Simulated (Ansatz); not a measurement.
# How the geometry moves the gap of MgH2 (P4_2/mnm)

Wanted: the change of the gap of MgH2 (P4_2/mnm) on relaxing cell and ions.

Main program and level: Ansatz 0.2.0; PBE, HSE06 and G0W0, plane waves, PAW.

**What was measured.**

- Gap 5.6 ± 0.1 eV: optical band gap from transmission onset (total and diffuse); optical transmission and ellipsometry; 300 K; film (polycrystalline Pd-capped film on quartz, hydrogenated at 100 bar and 100 C, measured in 1 bar H2) (“Optical properties of MgH2 measured in situ in a novel gas cell for ellipsometry/spectrophotometry”, 2003, arxiv:cond-mat/0305418).

### Step 1. The starting structure

The structure is tetragonal, space group P4_2/mnm (No. 136). The conventional cell has a = 4.517 Å, b = 4.517 Å, c = 3.021 Å, α = 90.00°, β = 90.00°, γ = 90.00°. Nearest to Mg lie 6 H at 1.95 Å. H has 3 Mg at 1.95 Å nearest. Farther neighbours, and contacts between anions beyond the nearest, are not listed.

The cell and positions come from the Crystallography Open Database and are kept as given unless a step says otherwise. The default PAW set here is soft_2. Its files were made with PBE.

### Step 2. PBE bands at the given cell

The cheap functional maps the bands first; the places of the edges decide which points the dearer methods must see.

This step: DFT, PBE, plane waves, PAW.

input.yaml

```yaml
crystal:
  lattice:
    - [4.5168, 0.0, 0.0]
    - [0.0, 4.5168, 0.0]
    - [0.0, 0.0, 3.0205]
  atoms:
    - { symbol: Mg, position: [0.0, 0.0, 0.0] }
    - { symbol: Mg, position: [0.5, 0.5, 0.5] }
    - { symbol: H, position: [0.306, 0.306, 0.0] }
    - { symbol: H, position: [0.194, 0.806, 0.5] }
    - { symbol: H, position: [0.694, 0.694, 0.0] }
    - { symbol: H, position: [0.806, 0.194, 0.5] }
kpoints:
  mp_grid: { grid: [6, 6, 8] }
  band_path:
    path:
      - [[0.0, 0.0, 0.0], [0.0, 0.5, 0.0], [0.5, 0.5, 0.0], [0.0, 0.0, 0.0], [0.0, 0.0, 0.5], [0.0, 0.5, 0.5], [0.5, 0.5, 0.5], [0.0, 0.0, 0.5]]
      - [[0.0, 0.5, 0.0], [0.0, 0.5, 0.5]]
      - [[0.5, 0.5, 0.0], [0.5, 0.5, 0.5]]
    npoints: 10
hamiltonian:
  xc: pbe
scf:
  occupations: { method: fermi_dirac, width: 0.02 }
  n_extra_bands: 6
output:
  eigenvalues: true
  forces: true
  stress: true
  write_density: true
  write_potential: true
  elf: true
  volumetric_format: npy
```

Launch:

```
> ansatz run input.yaml --threads 3 --pin off --max-ram 92160MiB --backend cuda --events-out ev --progress --plain --runs-dir out --devices 1 --max-vram 13GiB
```

The program printed:

```text
scf.n_extra_bands = 6 over 12 filled bands (N_el = 24.0): the run solves 18 bands
GPUs: using 1 of 1 available (devices: 1).
Engine: ansatz 0.2.0, x86_64-unknown-linux-gnu
Pseudopotentials: kind: paw
Pseudopotential: Mg, paw, valence charge 10, recommended cutoff 420 eV (normal), Mg.paw.azcp
Pseudopotential: H, paw, valence charge 1, recommended cutoff 420 eV (normal), H.paw.azcp
Functional definition: PBE
  parameter kappa = 0.804
  parameter beta = 0.066725
  exchange = pbe_x(kappa = kappa, mu = beta*pi^2/3)
  correlation = pbe_c(beta = beta)
device memory: the entry about to start is reckoned to put 1.5 GiB on a device that reports 33.7 GiB free (of which the cap on the GPU budget leaves the run 13.0 GiB)
GPU FFT provider: cuFFT
GPU libraries: cuBLAS 13.8.2, cuFFT 12.4.0, cuSOLVER 12.3.4
Crystal: 6 atoms, lattice volume = 61.623 Å³
Basis set: ecut = 420 eV, 1195 PW (Γ), exchange–correlation on 64×64×48 points (8 copies of the dense FFT grid, shifted against one another)
Bands: 18, of which v1, the nominal top of the filled ones, is band 12 counted from 1 (11 counted from 0)
Symmetry: 16 space group operations
Space group: P42/mnm (ITA 136), of the structure as read, at distance tolerance 3.9e-5 Å
k-points: 50 of 288
Non-local potential: Mg, projectors of the file, l = 0: 3, l = 1: 2, l = 2: 1
Non-local potential: H, projectors of the file, l = 0: 2, l = 1: 1
PAW form: soft (Blöchl's): semilocal exchange-correlation on the pseudo side does not see the compensation charge
PAW one-centre angular grid: Mg, 110 points (default); XC on 64 Gauss nodes
PAW one-centre angular grid: H, 110 points (default); XC on 64 Gauss nodes
Initial density: superposition of atomic densities (neutral atoms: chi_scale 0, normalization atom), corrected by the library's trained network
Initial wavefunctions: pseudopotential atomic-orbital guess
GPU buffer pool allocated for 24576 grid points (all kernels)
GPU transforms: local potential and band sums: pruned to the plane-wave sphere, on 32×32×24
Functional: x = pbe(κ = 0.804, μ = 0.219515), c = pbe(β = 0.066725)
SCF iter   1: F=—  HF=-3912.184057 eV  |F-HF|=—  |Δ(HF+E_count)|=         —  Δρ=4.32e-4  dr2=5.74e-5  ethr=1.77e-3  ⟨swp⟩=5.8  Hψ=4562  notcnv=0
preconditioner: auto → none  [insulator: Δε(μ)=3.797 eV  Ē_g=10.043 eV  σ=0.020 eV  W_gap=1.00  n_scr=10 (ndim 8)  ℏωp=13.4 eV  f_vac=0.000  D(μ)=0.00/eV (n_scr^D=0)  ε∞_Penn≈2.8]
SCF iter   2: F=—  HF=-3912.184497 eV  |F-HF|=—  |Δ(HF+E_count)|=   4.40e-4  Δρ=1.94e-4  dr2=8.06e-6  ethr=2.39e-7  ⟨swp⟩=2.8  Hψ=2076  notcnv=0  defer=23
SCF iter   3: F=—  HF=-3912.184553 eV  |F-HF|=—  |Δ(HF+E_count)|=   5.58e-5  Δρ=5.18e-5  dr2=4.91e-7  ethr=3.36e-8  ⟨swp⟩=2.0  Hψ=1300  notcnv=0  defer=23
iter 4 did not close the SCF: its close was put off for the readings that it lacked (scf_convergence_deferred on its scf_iter line)
SCF iter   4: F=-3912.184559 eV  HF=-3912.184559 eV  |F-HF|=3.05e-7  |Δ(HF+E_count)|=   5.90e-6  Δρ=1.53e-5  dr2=5.92e-8  ethr=2.05e-9  ⟨swp⟩=2.0  Hψ=1000  notcnv=0  defer=24
iter 5 did not close the SCF: its close was put off for the readings that it lacked (scf_convergence_deferred on its scf_iter line)
SCF iter   5: F=-3912.184559 eV  HF=-3912.184559 eV  |F-HF|=5.63e-10  |Δ(HF+E_count)|=   3.30e-7  Δρ=9.26e-7  dr2=4.35e-10  ethr=2.47e-10  ⟨swp⟩=2.0  Hψ=1400  notcnv=0  defer=24
SCF iter   6: F=-3912.184559 eV  HF=-3912.184559 eV  |F-HF|=5.18e-11  |Δ(HF+E_count)|=  5.91e-10  Δρ=1.72e-7  dr2=8.93e-12  ethr=1.81e-12  ⟨swp⟩=6.7  Hψ=4689  notcnv=0
SCF 1 converged in 6 iterations: F = -3912.184559 eV  dr2 = 8.93e-12
[...]
device memory: the entry about to start is reckoned to put 1.6 GiB on a device that reports 33.1 GiB free (of which the cap on the GPU budget leaves the run 13.0 GiB)
NSCF: frozen V_eff on 93 k-points, pencils in batches of 32, up to order 80
SCF converged after 6 iterations
Free energy (F): -3912.184559 eV
Harris-Foulkes:  -3912.184559 eV  (|F-HF|=5.18e-11)
Internal energy: -3912.184559 eV  (E = F + TS)
E sigma→0 (E₀):  -3912.184559 eV
Fermi energy:    3.687045 eV
--- Per-component energies (eV) ---
  E_band       = -753.008533
  E_kinetic    = 207.816606
  E_local      = -3454.350123  (includes V_loc(G=0)·N_el)
  E_nonlocal   = 195.967844
  E_hartree    = 1239.208844
  E_xc         = -95.016295
  E_vxc        = -122.626578  (∫ρ·V_xc dr)
  E_paw        = -586.671100  (= ΣΔE_a)
  E_vpaw       = -58.228698  (= ΣTr[D̂ρ^β])
  E_aug_tail   = -0.005291  (compensation charges beyond the density's cutoff)
  E_ewald      = -1419.135044
  E_smearing   = -0.000000  (= −TS)
  E_closure    = -0.000000  (closes the sum)
  Σ components = -3912.184559   (vs F -3912.184559, Δ=0.00e0)
--- Forces (eV/Å), atoms counted from 1 ---
  atom   1  Mg     0.00000000    -0.00000000     0.00000000
  atom   2  Mg     0.00000000     0.00000000     0.00000000
  atom   3  H     -0.04128562    -0.04128562     0.00000000
  atom   4  H      0.04128562    -0.04128562     0.00000000
  atom   5  H      0.04128562     0.04128562     0.00000000
  atom   6  H     -0.04128562     0.04128562     0.00000000
  max |Σ_I F_I| component: 6.94e-18 eV/Å
--- Stress (GPa, compression-positive) ---
       -0.062651       0.000000       0.000000
        0.000000      -0.062651       0.000000
        0.000000       0.000000      -0.213690
  P = ⅓ Tr σ = -0.1130 GPa (-1.130 kbar)
--- Band table (eV; the first three rows and the last of 50) ---
  k-point 0: bands = [... 8 lower, -4.6186, 0.3699, 0.3699, 1.3012, 6.5357, 6.8848, 10.9141, 10.9141, ... 2 higher]
  k-point 1: bands = [... 8 lower, -4.3850, 0.5232, 0.5232, 1.3052, 6.7920, 6.9673, 10.6168, 11.0431, ... 2 higher]
  k-point 2: bands = [... 8 lower, -3.6975, 0.9414, 0.9414, 1.0854, 6.9308, 7.5610, 9.3798, 10.7555, ... 2 higher]
  k-point 49: bands = [... 8 lower, -0.0993, -0.0993, 0.8679, 0.8679, 5.6487, 5.6487, 5.9761, 5.9761, ... 2 higher]
```

Wall time 4.6 s (1 × NVIDIA H100 80GB HBM3 (shared by 6 runs) with 3 threads of AMD EPYC 7R13 (Zen 3), shared host); peak memory 0.92 GiB.

Numbers from this step:

```
pressure             : -0.1130 GPa
filled bands         : 12
gap                  : 3.720 eV
valence top at       : k = (0.167, 0.167, 0.125)
conduction bottom at : k = (0.400, 0.400, 0.500)
least direct gap     : 4.519 eV
```

The gap is indirect, with the least direct gap 0.80 eV higher.

### Step 3. Relaxing cell and ions

A relaxation comes first: leftover forces or stress would pass straight into the levels.

input.yaml, the sections that differ from step 2:

```yaml
kpoints:
  mp_grid: { grid: [6, 6, 8] }
scf:
  occupations: { method: fermi_dirac, width: 0.02 }
relax:
  f_tol: 0.01
  max_steps: 60
  cell: {}
# crystal, hamiltonian: as in step 2
# output: removed
```

The program printed:

```text
GPUs: using 1 of 1 available (devices: 1).
[...]
GPU FFT provider: cuFFT
GPU libraries: cuBLAS 13.8.2, cuFFT 12.4.0, cuSOLVER 12.3.4
Crystal: 6 atoms, lattice volume = 61.623 Å³
Basis set: ecut = 420 eV, 1195 PW (Γ), exchange–correlation on 64×64×48 points (8 copies of the dense FFT grid, shifted against one another)
Bands: 18, of which v1, the nominal top of the filled ones, is band 12 counted from 1 (11 counted from 0)
Symmetry: 16 space group operations
[...]
k-points: 50 of 288
[...]
GPU buffer pool allocated for 24576 grid points (all kernels)
[...]
SCF iter   1: F=—  HF=-3912.184057 eV  |F-HF|=—  |Δ(HF+E_count)|=         —  Δρ=4.32e-4  dr2=5.74e-5  ethr=1.77e-3  ⟨swp⟩=5.8  Hψ=4562  notcnv=0
[...]
SCF iter   6: F=-3912.184559 eV  HF=-3912.184559 eV  |F-HF|=5.05e-11  |Δ(HF+E_count)|=  5.91e-10  Δρ=1.72e-7  dr2=8.91e-12  ethr=1.81e-12  ⟨swp⟩=1.0  Hψ=2100  notcnv=0
SCF 1 converged in 6 iterations: F = -3912.184559 eV  dr2 = 8.91e-12
[...]
relax step   1: F+E_penalty+E_count = -3912.18455908 eV  Δ(F+E_penalty+E_count) = +0.000e0 eV  max|allowed force component| = 4.129e-2 eV/Å  Δτ_max = 0.0000 Å  P = -0.113 GPa  Ω = 61.623 Å³  (6 SCF iters, dr2 threshold 1.00e-7 eV, accepted)
[...]
relax step   2: F+E_penalty+E_count = -3912.18488836 eV  Δ(F+E_penalty+E_count) = -3.293e-4 eV  max|allowed force component| = 2.822e-2 eV/Å  Δτ_max = 0.0176 Å  P = +0.046 GPa  Ω = 61.494 Å³  energy of the carried Pulay correction = +9.841e-5 eV  (5 SCF iters, dr2 threshold 1.09e-7 eV, accepted)
[...]
relax step   4: F+E_penalty+E_count = -3912.18595036 eV  Δ(F+E_penalty+E_count) = -4.248e-5 eV  max|allowed force component| = 8.423e-4 eV/Å  Δτ_max = 0.0004 Å  P = +0.005 GPa  Ω = 61.479 Å³  energy of the carried Pulay correction = +1.101e-4 eV  (3 SCF iters, dr2 threshold 8.49e-9 eV, accepted)
[...]
relax step   5: F+E_penalty+E_count = -3912.18585000 eV  Δ(F+E_penalty+E_count) = +1.004e-4 eV  max|allowed force component| = 8.313e-4 eV/Å  Δτ_max = 0.0000 Å  P = +0.004 GPa  Ω = 61.479 Å³  stress off target by 2.46e-2 GPa  SCF on the basis re-selected at this cell (its energy is not comparable with the rows above)  (4 SCF iters)
basis re-selected at this cell: Δ(F+E_penalty+E_count) = +1.004e-4 eV, ΔP = -0.001 GPa vs the last step (what re-selecting the basis moved, of the pressure what is left beyond the Pulay correction that the steps carried, after the strain that the cell walked since its last selection, with what the two solves' SCF thresholds leave and, on support functions, any second-order correction that the steps lacked; it is no m [...]
SCF converged after 4 iterations
Free energy (F): -3912.185850 eV
[...]
Internal energy: -3912.185850 eV  (E = F + TS)
E sigma→0 (E₀):  -3912.185850 eV
Fermi energy:    3.714130 eV
[...]
--- Forces (eV/Å), atoms counted from 1 ---
  atom   1  Mg    -0.00000000     0.00000000     0.00000000
  atom   2  Mg    -0.00000000     0.00000000     0.00000000
  atom   3  H     -0.00083130    -0.00083130     0.00000000
  atom   4  H      0.00083130    -0.00083130     0.00000000
  atom   5  H      0.00083130     0.00083130     0.00000000
  atom   6  H     -0.00083130     0.00083130     0.00000000
  max |Σ_I F_I| component: 3.25e-19 eV/Å
--- Stress (GPa, compression-positive) ---
       -0.006174       0.000000       0.000000
        0.000000      -0.006174       0.000000
        0.000000       0.000000       0.024550
  P = ⅓ Tr σ = 0.0041 GPa (0.041 kbar)
--- Band table (eV; the first three rows and the last of 50) ---
  k-point 0: bands = [... 8 lower, -4.6130, 0.3567, 0.3567, 1.3596, 6.5395, 6.8166, 10.9422, 10.9422, ... 2 higher]
  k-point 1: bands = [... 8 lower, -4.3780, 0.5114, 0.5114, 1.3632, 6.7972, 6.9106, 10.6697, 11.0764, ... 2 higher]
  k-point 2: bands = [... 8 lower, -3.6862, 0.9336, 0.9336, 1.1392, 6.9296, 7.5704, 9.3706, 10.8022, ... 2 higher]
  k-point 49: bands = [... 8 lower, -0.0647, -0.0647, 0.8707, 0.8707, 5.6666, 5.6666, 5.9998, 5.9998, ... 2 higher]
--- Relaxed structure (4 steps of the walk, 4 accepted, 1 SCFs on fresh bases) ---
  F+E_penalty+E_count = -3912.18585000 eV   max|allowed force component| = 8.313e-4 eV/Å   (the final SCF, on the basis selected at the relaxed cell)
  cell:  # Å, volume = 61.4787 Å³
    - [4.517672, 0, 0.0]
    - [0, 4.517672, 0.0]
    - [0.0, 0.0, 3.012280]
  atoms:
    - { symbol: Mg, position: [4.800754e-19, 0, 0.0] }
    - { symbol: Mg, position: [0.5, 0.5, 0.5] }
    - { symbol: H, position: [0.304434, 0.304434, 0.0] }
    - { symbol: H, position: [0.195566, 0.804434, 0.5] }
    - { symbol: H, position: [0.695566, 0.695566, 0.0] }
    - { symbol: H, position: [0.804434, 0.195566, 0.5] }
```

Elapsed: 6.1 s, on 1 × NVIDIA H100 80GB HBM3 (shared by 6 runs) with 3 threads; peak memory 0.95 GiB.

The steps of the relaxation:

| step | energy less that of the first step (eV) | largest force component (eV/Å) | pressure (GPa) | volume (Å³) |
| --- | --- | --- | --- | --- |
| 1 | 0.0000 | 0.0413 | -0.11 | 61.62 |
| 2 | -0.0003 | 0.0282 | 0.05 | 61.49 |
| 3 | -0.0013 | 0.0027 | -0.01 | 61.51 |
| 4 | -0.0014 | 0.0008 | 0.01 | 61.48 |
| 5* | -0.0013 | 0.0008 | 0.00 | 61.48 |

Relaxation steps marked * repeat the geometry before them on a plane-wave basis chosen anew for their cell, so energy and pressure can jump there.

Forces are held to the 16 operations that the program found; a distortion that breaks them can't arise in this run.

| conventional cell, symmetrised | before | after | change |
| --- | --- | --- | --- |
| a (Å) | 4.517 | 4.518 | +0.0 % |
| b (Å) | 4.517 | 4.518 | +0.0 % |
| c (Å) | 3.021 | 3.012 | -0.3 % |
| volume (Å³/atom) | 10.27 | 10.25 | -0.2 % |

The atoms that moved most (Å, as changes of fractional coordinates times the final cell):

| atom | dx | dy | dz | length |
| --- | --- | --- | --- | --- |
| H5 | 0.007 | 0.007 | 0.000 | 0.010 |
| H4 | 0.007 | -0.007 | 0.000 | 0.010 |
| H6 | -0.007 | 0.007 | 0.000 | 0.010 |
| H3 | -0.007 | -0.007 | 0.000 | 0.010 |

The relaxed structure:

```cif
data_structure
_symmetry_space_group_name_H-M 'P 1'
_symmetry_Int_Tables_number 1
_cell_length_a 4.5177
_cell_length_b 4.5177
_cell_length_c 3.0123
_cell_angle_alpha 90.000
_cell_angle_beta 90.000
_cell_angle_gamma 90.000
_cell_volume 61.48
loop_
_atom_site_label
_atom_site_type_symbol
_atom_site_fract_x
_atom_site_fract_y
_atom_site_fract_z
_atom_site_occupancy
Mg1 Mg 0.00000 0.00000 0.00000 1
Mg2 Mg 0.50000 0.50000 0.50000 1
H3 H 0.30443 0.30443 0.00000 1
H4 H 0.19557 0.80443 0.50000 1
H5 H 0.69557 0.69557 0.00000 1
H6 H 0.80443 0.19557 0.50000 1
```

### Step 4. PBE at the relaxed cell

input.yaml

```yaml
crystal:
  lattice:
    - [4.5176724066, 0.0, 0.0]
    - [0.0, 4.5176724066, 0.0]
    - [0.0, 0.0, 3.0122799443]
  atoms:
    - { symbol: Mg, position: [0.0, 0.0, 0.0] }
    - { symbol: Mg, position: [0.5, 0.5, 0.5] }
    - { symbol: H, position: [0.3044339728, 0.3044339728, 0.0] }
    - { symbol: H, position: [0.1955660272, 0.8044339728, 0.5] }
    - { symbol: H, position: [0.6955660272, 0.6955660272, 0.0] }
    - { symbol: H, position: [0.8044339728, 0.1955660272, 0.5] }
kpoints:
  mp_grid: { grid: [6, 6, 8] }
  band_path:
    path:
      - [[0.0, 0.0, 0.0], [0.0, 0.5, 0.0], [0.5, 0.5, 0.0], [0.0, 0.0, 0.0], [0.0, 0.0, 0.5], [0.0, 0.5, 0.5], [0.5, 0.5, 0.5], [0.0, 0.0, 0.5]]
      - [[0.0, 0.5, 0.0], [0.0, 0.5, 0.5]]
      - [[0.5, 0.5, 0.0], [0.5, 0.5, 0.5]]
    npoints: 10
hamiltonian:
  xc: pbe
scf:
  occupations: { method: fermi_dirac, width: 0.02 }
  n_extra_bands: 6
output:
  eigenvalues: true
  forces: true
  stress: true
```

The program printed:

```text
[...]
GPUs: using 1 of 1 available (devices: 1).
[...]
GPU FFT provider: cuFFT
GPU libraries: cuBLAS 13.8.2, cuFFT 12.4.0, cuSOLVER 12.3.4
Crystal: 6 atoms, lattice volume = 61.479 Å³
Basis set: ecut = 420 eV, 1187 PW (Γ), exchange–correlation on 64×64×48 points (8 copies of the dense FFT grid, shifted against one another)
[...]
k-point 0: bands = [... 8 lower, -4.6130, 0.3567, 0.3567, 1.3596, 6.5395, 6.8166, 10.9422, 10.9422, ... 2 higher]
  k-point 1: bands = [... 8 lower, -4.3780, 0.5114, 0.5114, 1.3632, 6.7972, 6.9106, 10.6697, 11.0764, ... 2 higher]
  k-point 2: bands = [... 8 lower, -3.6862, 0.9336, 0.9336, 1.1392, 6.9296, 7.5704, 9.3706, 10.8022, ... 2 higher]
  k-point 49: bands = [... 8 lower, -0.0647, -0.0647, 0.8707, 0.8707, 5.6666, 5.6666, 5.9998, 5.9998, ... 2 higher]
[key lines of the parts left out:]
SCF converged after 6 iterations
Free energy (F): -3912.185850 eV
Fermi energy:    3.714131 eV
P = ⅓ Tr σ = 0.0041 GPa (0.041 kbar)
```

Elapsed: 4.9 s, on 1 × NVIDIA H100 80GB HBM3 (shared by 6 runs) with 3 threads; peak memory 0.92 GiB.

Numbers from this step:

| Property | Result |
| --- | --- |
| pressure | 0.004064 GPa |
| gap | 3.727 eV |
| valence top at | k = (0.150, 0.150, 0.000) |
| conduction bottom at | k = (0.400, 0.400, 0.500) |
| least direct gap | 4.549 eV |

The gap is indirect, with the least direct gap 0.82 eV higher.

[end of part 1 of 2]

[Long decimals in the printed logs are rounded to 6 places.]

[Logs are printed without paths, hosts, clocks, repeated set-up lines and the standing remarks that a program may print on its own settings, such as how far it seeks lower states.]

[Paths, hosts, dates, memory and timing lines, banners, echoed tables and standing remarks are left out of the program output; an Ansatz launch command may be rebuilt from the run's recorded settings. Measured values are a selection of at most five: reports struck by readers or far from the other reports are left out. None is set beside runs whose start may be inverted or whose files or cutoffs have a known fault.]

[Runs of the session that timed out or met a known fault of the program may be left out.]

[Cells called generated may have been cut or substituted from an entry of the Crystallography Open Database or the Materials Project.]

[Hosts, paths, dates, database ids (printed as entryN), source tags and the programs' standing remarks are cut or masked in the printed files.]

[Where the starting crystal was built by hand or by swapping elements, it need not be the compound's stable phase.]
